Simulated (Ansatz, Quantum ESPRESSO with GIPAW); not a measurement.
# Shieldings and field gradients in KRb2ScF6

The task is to compute the NMR parameters of KRb2ScF6 site by site.

Program: Quantum ESPRESSO with GIPAW 8.0dev (patched build). Level of theory: DFT, PBEsol, plane-wave PAW (pslibrary 1.0.0 recipes), scalar-relativistic, GIPAW; a patched development version of the program. Results are calculated unless marked as measured.

### Step 1. Set-up

The structure is monoclinic, space group P2_1/c (No. 14). The conventional cell has a = 6.363 Å, b = 6.349 Å, c = 11.007 Å, α = 90.00°, β = 125.21°, γ = 90.00°. Nearest to Rb lie 10 F at 2.80 to 3.62 Å. Nearest to Sc lie 6 F at 2.02 Å. K has 6 F at 2.57 to 2.59 Å nearest. F has 1 Sc at 2.02 Å and 1 K at 2.59 Å and 3 Rb at 2.80 to 3.13 Å nearest. Nearest to F lie 1 Sc at 2.02 Å and 1 K at 2.57 Å and 3 Rb at 2.82 to 3.16 Å. Nearest to F lie 1 Sc at 2.02 Å and 1 K at 2.57 Å and 4 Rb at 2.81 to 3.62 Å. Farther neighbours and most contacts between anions are not listed.

The cell is an entry of the Crystallography Open Database; it need not be the form that is stable at ambient conditions.

This structure had its atoms relaxed beforehand (DFT, PBEsol, plane-wave PAW (pslibrary 1.0.0 recipes), Quantum ESPRESSO with GIPAW), starting from the database entry, since shieldings follow bond lengths closely.

### Step 2. Self-consistent run

The shielding is a linear response of the occupied states, which this run provides. It is converged far beyond what an energy needs, since the response uses the wavefunctions themselves. No empty states are asked for: the response is solved without them. The mesh has a spacing of 0.41 Å⁻¹ at most. The PAW files were made with ld1.x from the pslibrary 1.0.0 recipes, with GIPAW reconstruction switched on (the recipe of F slightly mended, as the packaged one fails to give a sound file).

The input, run_scf.py:

```python
from ase import Atoms
from ase.calculators.espresso import Espresso, EspressoProfile

atoms = Atoms(
    ['Rb', 'Rb', 'Rb', 'Rb', 'Sc', 'Sc', 'K', 'K', 'F', 'F', 'F', 'F', 'F', 'F', 'F', 'F', 'F', 'F', 'F', 'F'],
    cell=[
        [6.36300000, 0.00000000, 0.00000000],
        [0.00000000, 6.34900000, 0.00000000],
        [-6.34730426, 0.00000000, 8.99298630],
    ],
    scaled_positions=[
        [0.75559181, 0.53416811, 0.75074149],
        [0.24440819, 0.03416811, 0.74925851],
        [0.24440819, 0.46583189, 0.24925851],
        [0.75559181, 0.96583189, 0.25074149],
        [-0.00000000, 0.50000000, 0.50000000],
        [0.00000000, 0.00000000, 0.00000000],
        [0.50000000, 0.50000000, 0.00000000],
        [0.50000000, -0.00000000, 0.50000000],
        [0.13797311, 0.24050137, 0.46187264],
        [0.86202689, 0.74050137, 0.03812736],
        [0.86202689, 0.75949863, 0.53812736],
        [0.13797311, 0.25949863, 0.96187264],
        [0.77895871, 0.31793835, 0.53462615],
        [0.22104129, 0.81793835, 0.96537385],
        [0.22104129, 0.68206165, 0.46537385],
        [0.77895871, 0.18206165, 0.03462615],
        [0.28789456, 0.47956781, 0.71847902],
        [0.71210544, 0.97956781, 0.78152098],
        [0.71210544, 0.52043219, 0.28152098],
        [0.28789456, 0.02043219, 0.21847902],
    ],
    pbc=True,
)
atoms.calc = Espresso(
    profile=EspressoProfile(command='mpirun -np 8 pw.x -nk 4', pseudo_dir='./'),
    pseudopotentials={
        'Rb': 'Rb.pbesol-spn-kjpaw_psl.1.0.0-gipaw.UPF',
        'Sc': 'Sc.pbesol-spn-kjpaw_psl.1.0.0-gipaw.UPF',
        'K': 'K.pbesol-spn-kjpaw_psl.1.0.0-gipaw.UPF',
        'F': 'F.pbesol-n-kjpaw_psl.1.0.0-gipaw.UPF',
    },
    input_data={
        'control': {'calculation': 'scf', 'prefix': 'x', 'outdir': './tmp/'},
        'system': {'ecutwfc': 60, 'ecutrho': 410, 'nbnd': 80},
        'electrons': {'conv_thr': 1.0e-10, 'mixing_beta': 0.7, 'electron_maxstep': 100},
    },
    kpts=(3, 3, 2),
    koffset=(1, 1, 1),
)
print('energy', atoms.get_potential_energy(), 'eV')
```

ASE writes espresso.pwi from it and starts pw.x, whose log goes to espresso.pwo.

Command:

```bash
$ python run_scf.py
```

What it wrote:

```text
Warning: card &CELL ignored
Warning: card &FCP ignored
Warning: card &RISM ignored

     using ibrav=0 with symmetry is DISCOURAGED, use correct ibrav instead

     bravais-lattice index     =            0
     lattice parameter (alat)  =      12.0243  a.u.
     unit-cell volume          =    2451.7026 (a.u.)^3
     number of atoms/cell      =           20
     number of atomic types    =            4
     number of electrons       =       160.00
     number of Kohn-Sham states=           80
     kinetic-energy cutoff     =      60.0000  Ry
     charge density cutoff     =     410.0000  Ry
     scf convergence threshold =      1.0E-10
     mixing beta               =       0.7000
     number of iterations used =            8  plain     mixing
     Exchange-correlation= SLA-PW-PSX-PSC
                           (   1   4  10   8   0   0   0)
[...]
Rb                9.00    85.46780     Rb( 1.00)
     Sc               11.00    44.95591     Sc( 1.00)
     K                 9.00    39.09830     K ( 1.00)
     F                 7.00    18.99840     F ( 1.00)

      4 Sym. Ops., with inversion, found ( 2 have fractional translation)
[...]
number of k points=     6
[...]
Dense  grid:   343821 G-vectors     FFT dimensions: (  80,  80, 144)

     Smooth grid:   153955 G-vectors     FFT dimensions: (  60,  60, 108)

     Check: negative core charge=   -0.000004

     Initial potential from superposition of free atoms

     starting charge     159.8697, renormalised to     160.0000
     Starting wfcs are  116 randomized atomic wfcs

     Self-consistent Calculation

     iteration #  1     ecut=    60.00 Ry     beta= 0.70
     Davidson diagonalization with overlap
     ethr =  1.00E-02,  avg # of iterations =  1.0

     total energy              =   -2184.36833079 Ry
     estimated scf accuracy    <       2.77106931 Ry

     iteration #  2     ecut=    60.00 Ry     beta= 0.70
     Davidson diagonalization with overlap
     ethr =  1.73E-03,  avg # of iterations =  5.0

     total energy              =   -2185.03659496 Ry
     estimated scf accuracy    <       4.16301978 Ry

     iteration #  3     ecut=    60.00 Ry     beta= 0.70
     Davidson diagonalization with overlap
     ethr =  1.73E-03,  avg # of iterations =  6.0

     total energy              =   -2185.79702391 Ry
     estimated scf accuracy    <       0.01641892 Ry

[...]
total energy              =   -2185.82281265 Ry
[...]
iteration # 15     ecut=    60.00 Ry     beta= 0.70
     Davidson diagonalization with overlap
     ethr =  1.36E-13,  avg # of iterations =  5.7

     total energy              =   -2185.82281265 Ry
     estimated scf accuracy    <          7.8E-10 Ry

     iteration # 16     ecut=    60.00 Ry     beta= 0.70
     Davidson diagonalization with overlap
     ethr =  1.36E-13,  avg # of iterations =  6.0

     End of self-consistent calculation
     [one-electron energies left out]

!    total energy              =   -2185.82281265 Ry
     total all-electron energy =    -31686.966183 Ry
     estimated scf accuracy    <          1.6E-11 Ry

     The total energy is the sum of the following terms:
     one-electron contribution =    -533.39004351 Ry
     hartree contribution      =     349.91021723 Ry
     xc contribution           =    -247.92842385 Ry
     ewald contribution        =    -687.05077830 Ry
     one-center paw contrib.   =   -1067.36378422 Ry

     convergence has been achieved in  16 iterations
[...]
JOB DONE.
```

It took 2.1 min on 8 MPI ranks of Arm Neoverse V1, shared host; peak memory 2.8 GiB.

It converged in 16 cycles to an estimated accuracy of 2e-11 Ry, on 6 irreducible k-points.

### Step 3. Magnetic response

A uniform field breaks periodicity, so gipaw.x applies it as a wave of small q and takes the limit. It solves for the first-order states, builds the induced current and gets the field at each nucleus by Biot–Savart; the PAW spheres add what the smooth waves miss near the nuclei. pawproj makes the reconstruction use the PAW data sets' own projectors.

The input, nmr.in:

```
&inputgipaw
  job = 'nmr'
  prefix = 'x'
  tmp_dir = './tmp/'
  restart_mode = 'from_scratch'
  verbosity = 'low'
  q_gipaw = 0.01
  spline_ps = .true.
  conv_threshold = 1.0d-11
  use_nmr_macroscopic_shape = .false.
  pawproj(1) = .true.
  pawproj(2) = .true.
  pawproj(3) = .true.
  pawproj(4) = .true.
/
```

Command:

```bash
$ mpirun -np 8 gipaw.x -in nmr.in > nmr.out
```

What it wrote:

```text
[banner, memory and clock lines left out]
[a note of our patched build left out]

     Parallelizing q-star over 1 images

     IMPORTANT: XC functional enforced from input :
     Exchange-correlation= PBESOL
                           (   1   4  10   8   0   0   0)
     Any further DFT definition will be discarded
     Please, verify this is what you really want

     Check: negative core charge=   -0.000004
[...]
projs nearly linearly dependent: l=0  n1,n2= 1, 2  s=  0.99580793
[...]
projs nearly linearly dependent: l=0  n1,n2= 1, 2  s=  0.99583929
[...]
alpha_pv=     90.5406 eV

     spline_ps is .false., expect some extrapolation errors

     q-space interpolation up to    72.00 Rydberg

     GIPAW job: nmr
     NMR macroscopic correction: no
[...]
Computing the magnetic susceptibility     isolve=0    ethr=  0.1000E-10
     Starting from scratch
     k-point #    1 of     6      pool #  1    cpu time:       2.5
[...]
End of magnetic susceptibility calculation

     f-sum rule (1st term):
          -151.1574          0.0000         -0.0004
             0.0000       -151.1590          0.0000
            -0.0006          0.0000       -151.1602

     f-sum rule (2nd term):
            -5.4220          0.0000          0.0002
             0.0000         -5.4202          0.0000
             0.0004          0.0000         -5.4199

     f-sum rule (should be  -156.5471):
          -156.5793          0.0000         -0.0002
             0.0000       -156.5792          0.0000
            -0.0002          0.0000       -156.5802

[... susceptibilities left out ...]
     Contributions to the NMR chemical shifts: -------------------------------

     Macroscopic shape contribution in ppm:                    0.00
             0.0000          0.0000          0.0000
             0.0000          0.0000          0.0000
             0.0000          0.0000          0.0000

     Core contribution in ppm:

     Atom  1  Rb  pos: (  0.006702  0.532993  1.061042)  core sigma:        3326.77
     Atom  2  Rb  pos: ( -0.503002  0.034093  1.058946)  core sigma:        3326.77
     Atom  3  Rb  pos: ( -0.004235  0.464807  0.352283)  core sigma:        3326.77
     Atom  4  Rb  pos: (  0.505469  0.963707  0.354379)  core sigma:        3326.77
     Atom  5  Sc  pos: ( -0.498767  0.498900  0.706662)  core sigma:        1336.06
     Atom  6  Sc  pos: (  0.000000  0.000000  0.000000)  core sigma:        1336.06
     Atom  7  K   pos: (  0.500000  0.498900  0.000000)  core sigma:        1192.38
     Atom  8  K   pos: (  0.001233  0.000000  0.706662)  core sigma:        1192.38
     Atom  9  F   pos: ( -0.322760  0.239972  0.652776)  core sigma:         305.83
     Atom 10  F   pos: (  0.823994  0.738872  0.053886)  core sigma:         305.83
     Atom 11  F   pos: (  0.325227  0.757828  0.760549)  core sigma:         305.83
     Atom 12  F   pos: ( -0.821527  0.258928  1.359439)  core sigma:         305.83
     Atom 13  F   pos: (  0.245651  0.317239  0.755600)  core sigma:         305.83
     Atom 14  F   pos: ( -0.741951  0.816139  1.364387)  core sigma:         305.83
     Atom 15  F   pos: ( -0.243185  0.680561  0.657724)  core sigma:         305.83
     Atom 16  F   pos: (  0.744418  0.181661  0.048938)  core sigma:         305.83
     Atom 17  F   pos: ( -0.428812  0.478513  1.015444)  core sigma:         305.83
     Atom 18  F   pos: ( -0.067488  0.977413  1.104543)  core sigma:         305.83
     Atom 19  F   pos: (  0.431279  0.519287  0.397881)  core sigma:         305.83
     Atom 20  F   pos: (  0.069954  0.020387  0.308782)  core sigma:         305.83

     Bare contribution in ppm:

     Atom  1  Rb  pos: (  0.006702  0.532993  1.061042)  bare sigma:         111.41
[...]
Atom  2  Rb  pos: ( -0.503002  0.034093  1.058946)  bare sigma:         111.41
[...]
Atom  3  Rb  pos: ( -0.004235  0.464807  0.352283)  bare sigma:         111.41
[...]
Atom  4  Rb  pos: (  0.505469  0.963707  0.354379)  bare sigma:         111.41
[...]
Atom  5  Sc  pos: ( -0.498767  0.498900  0.706662)  bare sigma:           4.73
[...]
Atom  6  Sc  pos: (  0.000000  0.000000  0.000000)  bare sigma:           4.73
[...]
Atom  7  K   pos: (  0.500000  0.498900  0.000000)  bare sigma:         119.19
[...]
Atom  8  K   pos: (  0.001233  0.000000  0.706662)  bare sigma:         119.19
[...]
Atom  9  F   pos: ( -0.322760  0.239972  0.652776)  bare sigma:          64.44
[...]
Atom 10  F   pos: (  0.823994  0.738872  0.053886)  bare sigma:          64.44
[...]
Atom 11  F   pos: (  0.325227  0.757828  0.760549)  bare sigma:          64.44
[...]
Atom 12  F   pos: ( -0.821527  0.258928  1.359439)  bare sigma:          64.44
[...]
Atom 13  F   pos: (  0.245651  0.317239  0.755600)  bare sigma:          64.35
[...]
Atom 14  F   pos: ( -0.741951  0.816139  1.364387)  bare sigma:          64.35
[...]
Atom 15  F   pos: ( -0.243185  0.680561  0.657724)  bare sigma:          64.35
[...]
Atom 17  F   pos: ( -0.428812  0.478513  1.015444)  para_oo sigma:           2.56
[...]
Atom 18  F   pos: ( -0.067488  0.977413  1.104543)  para_oo sigma:           2.56
[...]
Atom 19  F   pos: (  0.431279  0.519287  0.397881)  para_oo sigma:           2.56
[...]
Atom 20  F   pos: (  0.069954  0.020387  0.308782)  para_oo sigma:           2.56
[...]
Paramagnetic US L_R Q_R contribution in ppm:

     Atom  1  Rb  pos: (  0.006702  0.532993  1.061042)  para_lq sigma:         718.77
[...]
Atom  2  Rb  pos: ( -0.503002  0.034093  1.058946)  para_lq sigma:         718.77
[...]
Atom  3  Rb  pos: ( -0.004235  0.464807  0.352283)  para_lq sigma:         718.77
[...]
Atom  4  Rb  pos: (  0.505469  0.963707  0.354379)  para_lq sigma:         718.77
[...]
Atom  5  Sc  pos: ( -0.498767  0.498900  0.706662)  para_lq sigma:        -388.23
[...]
Atom  6  Sc  pos: (  0.000000  0.000000  0.000000)  para_lq sigma:        -388.23
[...]
Atom  7  K   pos: (  0.500000  0.498900  0.000000)  para_lq sigma:         100.84
[...]
Atom  8  K   pos: (  0.001233  0.000000  0.706662)  para_lq sigma:         100.84
[...]
Atom  9  F   pos: ( -0.322760  0.239972  0.652776)  para_lq sigma:        -321.35
[...]
Atom 10  F   pos: (  0.823994  0.738872  0.053886)  para_lq sigma:        -321.35
[...]
Atom 11  F   pos: (  0.325227  0.757828  0.760549)  para_lq sigma:        -321.35
[...]
Atom 12  F   pos: ( -0.821527  0.258928  1.359439)  para_lq sigma:        -321.35
[...]
Atom 13  F   pos: (  0.245651  0.317239  0.755600)  para_lq sigma:        -321.31
[...]
Atom 14  F   pos: ( -0.741951  0.816139  1.364387)  para_lq sigma:        -321.31
[...]
Atom 15  F   pos: ( -0.243185  0.680561  0.657724)  para_lq sigma:        -321.31
[...]
Atom 16  F   pos: (  0.744418  0.181661  0.048938)  para_lq sigma:        -321.31
[...]
Atom 17  F   pos: ( -0.428812  0.478513  1.015444)  para_lq sigma:        -320.81
[...]
Atom 18  F   pos: ( -0.067488  0.977413  1.104543)  para_lq sigma:        -320.81
[...]
Atom 19  F   pos: (  0.431279  0.519287  0.397881)  para_lq sigma:        -320.81
[...]
Atom 20  F   pos: (  0.069954  0.020387  0.308782)  para_lq sigma:        -320.81
[...]
Total NMR chemical shifts in ppm: ---------------------------------------
     (adopting the Simpson convention for anisotropy and asymmetry)-----------

     Atom  1  Rb  pos: (  0.006702  0.532993  1.061042)  Total sigma:        3168.95
          3178.1925        -21.7790         -3.4232
           -19.8385       3164.7785          5.4238
             6.9814          7.7350       3163.8689

     Rb      1    anisotropy:     36.91    eta:    0.7694
[...]
Atom  2  Rb  pos: ( -0.503002  0.034093  1.058946)  Total sigma:        3168.95
[... its tensor is left out ...]
     Atom  3  Rb  pos: ( -0.004235  0.464807  0.352283)  Total sigma:        3168.95
[... its tensor is left out ...]
     Atom  4  Rb  pos: (  0.505469  0.963707  0.354379)  Total sigma:        3168.95
[... its tensor is left out ...]
     Atom  5  Sc  pos: ( -0.498767  0.498900  0.706662)  Total sigma:         747.98
           748.2830         -1.0546         -1.4199
            -0.9486        747.9470         -4.8644
            -1.4443         -4.0032        747.7225

     Sc      5    anisotropy:     -7.70    eta:    0.6784
[...]
Atom  6  Sc  pos: (  0.000000  0.000000  0.000000)  Total sigma:         747.98
[... its tensor is left out ...]
     Atom  7  K   pos: (  0.500000  0.498900  0.000000)  Total sigma:        1176.13
          1177.1824         -3.0207          2.9463
            -0.4860       1174.3222          3.0605
            -1.1507          3.0596       1176.8847

     K       7    anisotropy:     -6.80    eta:    0.2504
[...]
Atom  8  K   pos: (  0.001233  0.000000  0.706662)  Total sigma:        1176.13
[... its tensor is left out ...]
     Atom  9  F   pos: ( -0.322760  0.239972  0.652776)  Total sigma:         158.01
           156.6911       -112.6084        -15.9780
          -110.3371        234.4013         39.5828
           -16.2817         38.4334         82.9484

     F       9    anisotropy:    244.07    eta:    0.1148
[...]
Atom 10  F   pos: (  0.823994  0.738872  0.053886)  Total sigma:         158.01
[... its tensor is left out ...]
     Atom 11  F   pos: (  0.325227  0.757828  0.760549)  Total sigma:         158.01
[... its tensor is left out ...]
     Atom 12  F   pos: ( -0.821527  0.258928  1.359439)  Total sigma:         158.01
[... its tensor is left out ...]
     Atom 13  F   pos: (  0.245651  0.317239  0.755600)  Total sigma:         157.52
           231.3349        114.8410        -30.0696
           114.4273        161.5510        -12.2896
           -29.8149         -8.8155         79.6778

     F      13    anisotropy:    243.87    eta:    0.1142
[...]
Atom 14  F   pos: ( -0.741951  0.816139  1.364387)  Total sigma:         157.52
[... its tensor is left out ...]
     Atom 15  F   pos: ( -0.243185  0.680561  0.657724)  Total sigma:         157.52
[... its tensor is left out ...]
     Atom 16  F   pos: (  0.744418  0.181661  0.048938)  Total sigma:         157.52
[... its tensor is left out ...]
     Atom 17  F   pos: ( -0.428812  0.478513  1.015444)  Total sigma:         154.07
            89.7641          5.6938         46.7813
             4.2997         69.7120        -11.4249
            47.6473        -14.1113        302.7485

     F      17    anisotropy:    238.82    eta:    0.1156
[...]
Atom 18  F   pos: ( -0.067488  0.977413  1.104543)  Total sigma:         154.07
[... its tensor is left out ...]
     Atom 19  F   pos: (  0.431279  0.519287  0.397881)  Total sigma:         154.07
[... its tensor is left out ...]
     Atom 20  F   pos: (  0.069954  0.020387  0.308782)  Total sigma:         154.07
[... its tensor is left out ...]
```

The job ended after 21 min (8 MPI ranks; peak memory 1.9 GiB; 2.8 h of CPU time).

The f-sum rule is met to 0.033 of 156.5 (0.02 %). Converged shieldings require that this miss be small, but a small miss does not prove them.

From the symmetric part of each tensor, with principal values σ11 ≤ σ22 ≤ σ33: σ_iso is their mean, the span is σ33 − σ11 and the skew 3(σ_iso − σ22)/span. (gipaw.x prints an anisotropy in another convention.)

```csv
site,atom no.,atoms in cell,σ_iso (ppm),span (ppm),skew
Rb,1,4,3169,46,0.18
Sc,5,2,748,9,-0.26
K,7,2,1176.1,7.4,-0.69
F(1),9,4,158.0,253.4,0.85
F(2),13,4,157.5,253.2,0.85
F(3),17,4,154.1,248.0,0.85
```

The macroscopic shape term is switched off. For a spherical sample the valence susceptibility of this run would add about 7 ppm to every site, a rough estimate, since the susceptibility converges slowly and lacks part of the PAW terms. Differences within the crystal don't depend on it, but shieldings of different compounds can't be compared to better than a few ppm without it.

In this run the largest span is that of F(1) (site symmetry 1), with principal values 67.3, 86.0 and 320.7 ppm. On F(1) the most shielded direction lies along its short bond to Sc: a field along the bond can't mix the bonding orbital with those across it, so the paramagnetic term is smallest there. On F(2) the most shielded direction lies along its short bond to Sc: a field along the bond can't mix the bonding orbital with those across it, so the paramagnetic term is smallest there.

How the isotropic values are made up (ppm). The core part is that of the free atom's core; bare is the current of the smooth valence states; the last two are what the PAW spheres add to the diamagnetic and the paramagnetic current:

```csv
site,core,bare,"reconstruction, dia","reconstruction, para"
Rb,3326.8,111.4,-16.0,-253.2
Sc,1336.1,4.7,-9.5,-583.3
K,1192.4,119.2,-3.5,-131.9
F(1),305.8,64.4,43.0,-255.3
F(2),305.8,64.3,43.0,-255.7
F(3),305.8,63.7,43.1,-258.5
```

(Continued in part 2 of 2.)

[Banner, clock, file and message-heading lines were taken out of the pw.x and gipaw.x logs.]

[Logs are printed without paths, hosts, clocks, repeated set-up lines and the standing remarks that a program may print on its own settings, such as how far it seeks lower states.]

[Hosts, paths, dates, database ids (printed as entryN), source tags and the programs' standing remarks are cut or masked in the printed files.]

[Where no reference line passes its bar on scatter, no shift is given, so a measured shift of this compound may stand uncompared.]
